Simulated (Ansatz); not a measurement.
# What NaCdCl3 (model cell, started as cubic perovskite with Cd in the octahedra) distorts into, part 2 of 2

Which phase does NaCdCl3 (model cell, started as cubic perovskite with Cd in the octahedra) fall into along its unstable mode, and how much energy does it gain?

Ansatz 0.2.0; DFT r2SCAN, scalar-relativistic, plane waves, PAW; PAW set soft_1.

So far, highest frequency on the path or at a solved wavevector (cm⁻¹): step 2 (phonons on a q mesh) 318. Also lowest frequency on the path (cm⁻¹): step 2 -92.8.

The structure was built from a prototype and need not be the compound's stable phase.

**6. Relaxing from the distorted cell**

Starting from the lowest point found, all atoms and the cell are let go, so that strain and other modes of the same symmetry can join in.

The input, input.yaml:

```yaml
crystal:
  lattice:
    - [5.169590516, 5.169590516, 0.0]
    - [5.169590516, 0.0, 5.169590516]
    - [5.169590516, 0.0, -5.169590516]
  atoms:
    - { symbol: Na, position: [0.0, 0.0, 0.0] }
    - { symbol: Na, position: [0.0, 0.5, 0.5] }
    - { symbol: Cd, position: [0.5, 0.25, 0.75] }
    - { symbol: Cd, position: [0.5, 0.75, 0.25] }
    - { symbol: Cl, position: [0.5, -0.0580316756, -0.0580316756] }
    - { symbol: Cl, position: [0.5, 0.5580316756, 0.5580316756] }
    - { symbol: Cl, position: [0.0, 0.5, 0.0] }
    - { symbol: Cl, position: [0.0, 0.0, 0.5] }
    - { symbol: Cl, position: [0.5, 0.0580316756, 0.4419683244] }
    - { symbol: Cl, position: [0.5, 0.4419683244, 0.0580316756] }
kpoints:
  mp_grid: { grid: [4, 4, 4] }
hamiltonian:
  xc: r2scan
  pseudopotentials: { kind: paw, azcp: { folder: soft_1 } }
scf:
  occupations: { method: fixed }
output:
  forces: true
  stress: true
  eigenvalues: true
relax:
  adjacent_minimum: "off"
  f_tol: 0.002
  max_steps: 120
  cell: { stress_tol: 0.03 }
```

On the command line:

```
$ ansatz run input.yaml --threads 4 --pin off --max-ram 16384MiB --backend cpu --events-out ev --progress --plain --runs-dir out
```

Numbers of over 12 decimals in the logs are rounded to 6 here.

The log of the run:

```text
[...]
Crystal: 10 atoms, lattice volume = 276.311 Å³
Basis set: ecut = 500 eV, 6975 PW (Γ), exchange–correlation on 216×216×216 points (64 copies of the dense FFT grid, shifted against one another)
Bands: 60, of which v1, the nominal top of the filled ones, is band 50 counted from 1 (49 counted from 0)
Symmetry: 16 space group operations
[...]
k-points: 13 of 64
[...]
SCF iter   1: F=—  HF=-26034.401345 eV  |F-HF|=—  |Δ(HF+E_count)|=         —  Δρ=6.75e-2  dr2=1.11e1  dr2_τ=3.06e-2  ethr=3.10e-3  ⟨swp⟩=5.0  Hψ=2632  notcnv=0  defer=96
[...]
SCF iter   8: F=-26030.285697 eV  HF=-26030.285697 eV  |F-HF|=1.28e-8  |Δ(HF+E_count)|=   6.84e-7  Δρ=4.54e-6  dr2=6.04e-8  dr2_τ=6.00e-9  ethr=1.00e-10  ⟨swp⟩=18.2  Hψ=5156  notcnv=0
SCF 1 converged in 8 iterations: F = -26030.285697 eV  dr2 = 6.04e-8
[...]
relax step   1: F+E_penalty+E_count = -26030.28569674 eV  Δ(F+E_penalty+E_count) = +0.000e0 eV  max|allowed force component| = 2.375e-1 eV/Å  Δτ_max = 0.0000 Å  P = -1.483 GPa  Ω = 276.311 Å³  (8 SCF iters, dr2 threshold 1.00e-7 eV, accepted)
Crystal: 10 atoms, lattice volume = 265.086 Å³
Basis set: ecut = 500 eV, 6735 PW (Γ), exchange–correlation on 216×216×216 points (64 copies of the dense FFT grid, shifted against one another)
[...]
iter 1 solved again at ethr=3.67e-5 eV; its pass at ethr=3.10e-3 eV (dr2=3.67e-2 eV) is discarded
[...]
SCF iter   7: F=-26030.484414 eV  HF=-26030.484414 eV  |F-HF|=1.11e-8  |Δ(HF+E_count)|=   1.69e-6  Δρ=7.18e-6  dr2=1.39e-7  dr2_τ=2.05e-8  ethr=1.00e-9  ⟨swp⟩=15.8  Hψ=4513  notcnv=0
SCF 2 converged in 7 iterations: F = -26030.484414 eV  dr2 = 1.39e-7
relax step   2: F+E_penalty+E_count = -26030.48441357 eV  Δ(F+E_penalty+E_count) = -1.987e-1 eV  max|allowed force component| = 1.807e-1 eV/Å  Δτ_max = 0.1299 Å  P = -0.729 GPa  Ω = 265.086 Å³  energy of the carried Pulay correction = +1.772e-3 eV  (7 SCF iters, dr2 threshold 1.00e-6 eV, accepted)
Crystal: 10 atoms, lattice volume = 254.220 Å³
Basis set: ecut = 500 eV, 6439 PW (Γ), exchange–correlation on 216×216×216 points (64 copies of the dense FFT grid, shifted against one another)
[...]
SCF iter   7: F=-26030.515688 eV  HF=-26030.515688 eV  |F-HF|=5.23e-8  |Δ(HF+E_count)|=   2.18e-6  Δρ=1.18e-5  dr2=3.71e-7  dr2_τ=4.34e-8  ethr=1.00e-9  ⟨swp⟩=15.7  Hψ=4555  notcnv=0
SCF 3 converged in 7 iterations: F = -26030.515688 eV  dr2 = 3.71e-7
[...]
relax step   3: F+E_penalty+E_count = -26030.51568810 eV  Δ(F+E_penalty+E_count) = -3.127e-2 eV  max|allowed force component| = 2.716e-1 eV/Å  Δτ_max = 0.1953 Å  P = -0.000 GPa  Ω = 254.220 Å³  energy of the carried Pulay correction = +3.560e-3 eV  (7 SCF iters, dr2 threshold 1.00e-6 eV, accepted)
[...]
relax step   4: F+E_penalty+E_count = -26030.55087218 eV  Δ(F+E_penalty+E_count) = -3.518e-2 eV  max|allowed force component| = 6.508e-2 eV/Å  Δτ_max = 0.1080 Å  P = -0.050 GPa  Ω = 257.355 Å³  energy of the carried Pulay correction = +3.036e-3 eV  (6 SCF iters, dr2 threshold 1.00e-6 eV, accepted)
[...]
relax step   5: F+E_penalty+E_count = -26030.55496069 eV  Δ(F+E_penalty+E_count) = -4.089e-3 eV  max|allowed force component| = 2.782e-3 eV/Å  Δτ_max = 0.0287 Å  P = -0.002 GPa  Ω = 256.173 Å³  energy of the carried Pulay correction = +3.233e-3 eV  (6 SCF iters, dr2 threshold 2.65e-7 eV, accepted)
[...]
relax step   6: F+E_penalty+E_count = -26030.55497017 eV  Δ(F+E_penalty+E_count) = -9.477e-6 eV  max|allowed force component| = 1.318e-4 eV/Å  Δτ_max = 0.0011 Å  P = +0.001 GPa  Ω = 256.195 Å³  energy of the carried Pulay correction = +3.229e-3 eV  (6 SCF iters, dr2 threshold 4.84e-10 eV, accepted)
[...]
SCF iter   6: F=-26030.552067 eV  HF=-26030.552067 eV  |F-HF|=3.64e-12  |Δ(HF+E_count)|=  2.18e-11  Δρ=8.74e-8  dr2=1.18e-11  dr2_τ=1.36e-12  ethr=1.00e-12  ⟨swp⟩=17.5  Hψ=4922  notcnv=0
SCF 7 converged in 6 iterations: F = -26030.552067 eV  dr2 = 1.18e-11
relax step   7: F+E_penalty+E_count = -26030.55206747 eV  Δ(F+E_penalty+E_count) = +2.903e-3 eV  max|allowed force component| = 6.578e-5 eV/Å  Δτ_max = 0.0000 Å  P = -0.004 GPa  Ω = 256.195 Å³  stress off target by 7.92e-3 GPa  SCF on the basis re-selected at this cell (its energy is not comparable with the rows above)  (6 SCF iters)
basis re-selected at this cell: Δ(F+E_penalty+E_count) = +2.903e-3 eV, ΔP = -0.005 GPa vs the last step (what re-selecting the basis moved, of the pressure what is left beyond the Pulay correction that the steps carried, after the strain that the cell walked since its last selection, with what the two solves' SCF thresholds leave and, on support functions, any second-order correction that the steps lacked; it is no m [...]
SCF converged after 6 iterations
Free energy (F): -26030.552067 eV
[...]
Internal energy: -26030.552067 eV  (E = F + TS)
E sigma→0 (E₀):  -26030.552067 eV
Fermi energy:    2.416132 eV
[...]
--- Forces (eV/Å), atoms counted from 1 ---
  atom   1  Na     0.00000000     0.00000000     0.00000000
  atom   2  Na     0.00000000     0.00000000     0.00000000
  atom   3  Cd     0.00000000     0.00000000    -0.00000000
  atom   4  Cd     0.00000000     0.00000000     0.00000000
  atom   5  Cl    -0.00006578    -0.00000000     0.00000000
  atom   6  Cl     0.00006578    -0.00000000     0.00000000
  atom   7  Cl    -0.00000000     0.00000000     0.00000000
  atom   8  Cl    -0.00000000     0.00000000     0.00000000
  atom   9  Cl     0.00000000    -0.00000000     0.00006578
  atom  10  Cl     0.00000000    -0.00000000    -0.00006578
  max |Σ_I F_I| component: 3.47e-18 eV/Å
--- Stress (GPa, compression-positive) ---
       -0.001974       0.000000       0.000000
        0.000000      -0.007923       0.000000
        0.000000       0.000000      -0.001974
  P = ⅓ Tr σ = -0.0040 GPa (-0.040 kbar)
--- Band table (eV; the first three rows and the last of 13) ---
  k-point 0: bands = [... 46 lower, 2.0045, 2.0045, 2.2372, 2.4161, 5.5355, 7.7105, 9.0531, 9.9123, ... 6 higher]
  k-point 1: bands = [... 46 lower, 1.9334, 1.9561, 2.1162, 2.1455, 6.1753, 8.1133, 8.9827, 9.2045, ... 6 higher]
  k-point 2: bands = [... 46 lower, 1.7891, 1.7891, 1.9517, 1.9517, 7.4941, 7.4941, 9.0865, 9.0865, ... 6 higher]
  k-point 12: bands = [... 46 lower, 1.7057, 2.0101, 2.0101, 2.2431, 7.9534, 8.7584, 9.2822, 9.4638, ... 6 higher]
--- Relaxed structure (6 steps of the walk, 6 accepted, 1 SCFs on fresh bases) ---
  F+E_penalty+E_count = -26030.55206747 eV   max|allowed force component| = 6.578e-5 eV/Å   (the final SCF, on the basis selected at the relaxed cell)
  cell:  # Å, volume = 256.1950 Å³
    - [4.990506, 5.143415, 0.0]
    - [4.990506, 0, 4.990506]
    - [4.990506, 0, -4.990506]
  atoms:
    - { symbol: Na, position: [0, 1.342252134367552e-19, 1.342252134367552e-19] }
    - { symbol: Na, position: [0, 0.5, 0.5] }
    - { symbol: Cd, position: [0.5, 0.250000, 0.75] }
    - { symbol: Cd, position: [0.5, 0.75, 0.250000] }
    - { symbol: Cl, position: [0.5, -0.081709, -0.081709] }
    - { symbol: Cl, position: [0.5, 0.581709, 0.581709] }
    - { symbol: Cl, position: [0, 0.5, 0.0] }
    - { symbol: Cl, position: [0, 0.0, 0.5] }
    - { symbol: Cl, position: [0.5, 0.081709, 0.418291] }
    - { symbol: Cl, position: [0.5, 0.418291, 0.081709] }
```

Wall time 49 s (4 threads of Arm Neoverse V2, shared host); peak memory 1.4 GiB; 3.1 min of CPU time.

Step by step:

| step | energy less that of the first step (eV) | largest force component (eV/Å) | pressure (GPa) | volume (Å³) |
| --- | --- | --- | --- | --- |
| 1 | 0.0000 | 0.2375 | -1.48 | 276.31 |
| 2 | -0.1987 | 0.1807 | -0.73 | 265.09 |
| 3 | -0.2300 | 0.2716 | 0.00 | 254.22 |
| 4 | -0.2652 | 0.0651 | -0.05 | 257.35 |
| 5 | -0.2693 | 0.0028 | 0.00 | 256.17 |
| 6 | -0.2693 | 0.0001 | 0.00 | 256.20 |
| 7* | -0.2664 | 0.0001 | 0.00 | 256.20 |

Relaxation steps marked * repeat the geometry before them on a plane-wave basis chosen anew for their cell, so energy and pressure can jump there.

Forces are held to the 16 operations that the run works with; a distortion that breaks them can't arise in this run.

| conventional cell, symmetrised | before | after | change |
| --- | --- | --- | --- |
| a (Å) | 7.311 | 7.058 | -3.5 % |
| b (Å) | 7.311 | 7.058 | -3.5 % |
| c (Å) | 10.339 | 10.287 | -0.5 % |
| volume (Å³/atom) | 27.63 | 25.62 | -7.3 % |

The atoms that moved most (Å, as changes of fractional coordinates times the final cell):

| atom | dx | dy | dz | length |
| --- | --- | --- | --- | --- |
| Cl6 | 0.236 | 0.000 | 0.000 | 0.236 |
| Cl5 | -0.236 | 0.000 | 0.000 | 0.236 |
| Cl9 | 0.000 | 0.000 | 0.236 | 0.236 |
| Cl10 | 0.000 | 0.000 | -0.236 | 0.236 |

The relaxed structure:

```cif
data_structure
_symmetry_space_group_name_H-M 'P 1'
_symmetry_Int_Tables_number 1
_cell_length_a 7.1666
_cell_length_b 7.0576
_cell_length_c 7.0576
_cell_angle_alpha 90.000
_cell_angle_beta 60.502
_cell_angle_gamma 60.502
_cell_volume 256.20
loop_
_atom_site_label
_atom_site_type_symbol
_atom_site_fract_x
_atom_site_fract_y
_atom_site_fract_z
_atom_site_occupancy
Na1 Na 0.00000 0.00000 0.00000 1
Na2 Na 0.00000 0.50000 0.50000 1
Cd3 Cd 0.50000 0.25000 0.75000 1
Cd4 Cd 0.50000 0.75000 0.25000 1
Cl5 Cl 0.50000 0.91829 0.91829 1
Cl6 Cl 0.50000 0.58171 0.58171 1
Cl7 Cl 0.00000 0.50000 0.00000 1
Cl8 Cl 0.00000 0.00000 0.50000 1
Cl9 Cl 0.50000 0.08171 0.41829 1
Cl10 Cl 0.50000 0.41829 0.08171 1
```

Numbers from this step:

- pressure: -0.003957 GPa
- gap on the k-mesh: 3.119 eV
- volume per atom: 25.62 Å³

The distorted start has space group I4/mcm; the relaxation ends in I4/mcm.

**7. The new phase in its own primitive cell**

The relaxed structure is symmetrised, reduced to its primitive cell and relaxed tightly, as its phonons need.

input.yaml, the sections that differ from step 6:

```yaml
crystal:
  lattice:
    - [-3.5288203666, 3.5288203666, 5.1434149086]
    - [3.5288203666, -3.5288203666, 5.1434149086]
    - [3.5288203666, 3.5288203666, -5.1434149086]
  atoms:
    - { symbol: Na, position: [0.75, 0.25, 0.5] }
    - { symbol: Na, position: [0.25, 0.75, 0.5] }
    - { symbol: Cd, position: [0.0, 0.0, 0.0] }
    - { symbol: Cd, position: [0.5, 0.5, 0.0] }
    - { symbol: Cl, position: [0.8317085714, 0.3317085714, 0.1634171428] }
    - { symbol: Cl, position: [0.1682914286, 0.6682914286, 0.8365828572] }
    - { symbol: Cl, position: [0.75, 0.75, 0.0] }
    - { symbol: Cl, position: [0.25, 0.25, 0.0] }
    - { symbol: Cl, position: [0.3317085714, 0.1682914286, 0.5] }
    - { symbol: Cl, position: [0.6682914286, 0.8317085714, 0.5] }
relax:
  adjacent_minimum: "off"
  f_tol: 0.001
  max_steps: 60
  cell: { stress_tol: 0.01 }
# kpoints, hamiltonian, scf, output: as in step 6
```

The log of the run:

```text
[...]
Crystal: 10 atoms, lattice volume = 256.195 Å³
Basis set: ecut = 500 eV, 6479 PW (Γ), exchange–correlation on 216×216×216 points (64 copies of the dense FFT grid, shifted against one another)
Bands: 60, of which v1, the nominal top of the filled ones, is band 50 counted from 1 (49 counted from 0)
Symmetry: 16 space group operations
[...]
k-points: 13 of 64
[...]
- { symbol: Na, position: [0.250000, 0.75, 0.500000] }
    - { symbol: Cd, position: [0.0, 0.0, 0.0] }
    - { symbol: Cd, position: [0.5, 0.5, 0.0] }
    - { symbol: Cl, position: [0.831709, 0.331709, 0.163417] }
    - { symbol: Cl, position: [0.168291, 0.6682914286, 0.8365828572] }
    - { symbol: Cl, position: [0.750000, 0.750000, 0.0] }
    - { symbol: Cl, position: [0.25, 0.25, 0.0] }
    - { symbol: Cl, position: [0.331709, 0.168291, 0.5] }
    - { symbol: Cl, position: [0.668291, 0.831709, 0.5] }
[key lines of the parts left out:]
SCF converged after 6 iterations
Free energy (F): -26030.552067 eV
Fermi energy:    2.416131 eV
P = ⅓ Tr σ = -0.0040 GPa (-0.040 kbar)
```

The job ended after 15 s (4 threads; peak memory 1.4 GiB; 58 s of CPU time).

Little changed from the start: no atom moved by 0.005 Å and no cell edge by 0.1 %.

This step gave:

* pressure: -0.003956 GPa
* direct gap on mesh: 3.119 eV

The largest force component left is 0.046 meV/Å and the pressure is -0.004 GPa, within the tolerances set. The cell now holds 25.62 Å³/atom.

**8. What came out**

```yaml
unstable_mode_of_the_parent: q = (-0.5, -0.5, -0.5), 89i cm⁻¹
depth_at_the_lowest_point_sampled: 49.9 meV/atom
largest_atomic_shift_at_that_point: 0.6 Å
space_group_reached_within_0p01_a: I4/mcm
energy_gained_over_the_parent_first_relaxation_on_the_mesh_of_the_frozen_mode: 76.5 meV/atom
volume_per_atom_phase_reached: 25.6 Å³
gap_on_the_k_mesh_phase_reached: 3.12 eV
```

Along this mode the structure falls into I4/mcm, 76.5 meV/atom below the parent. At the parent's cell the well is 49.9 meV/atom deep on the steps tried, with its lowest point at a shift of 0.6 Å. That is the last step tried, so the steps alone don't bracket the bottom of the well. Relaxing atoms and cell changes the gain by +26.64 meV/atom against the lowest step (energies at zero smearing). The modes of the phase reached were not computed on this path. Of the 6 patterns followed to their end from this parent, this one ends 49.4 meV/atom above the lowest, Imma. Each path keeps the symmetry of its pattern, so a lower phase may lie along a pattern not tried. The starting cell was built on a prototype and not taken from a measurement, so the phase need not exist.

[Logs are printed without paths, hosts, clocks, repeated set-up lines and the standing remarks that a program may print on its own settings, such as how far it seeks lower states.]

[Hosts, paths, dates, database ids (printed as entryN), source tags and the programs' standing remarks are cut or masked in the printed files.]
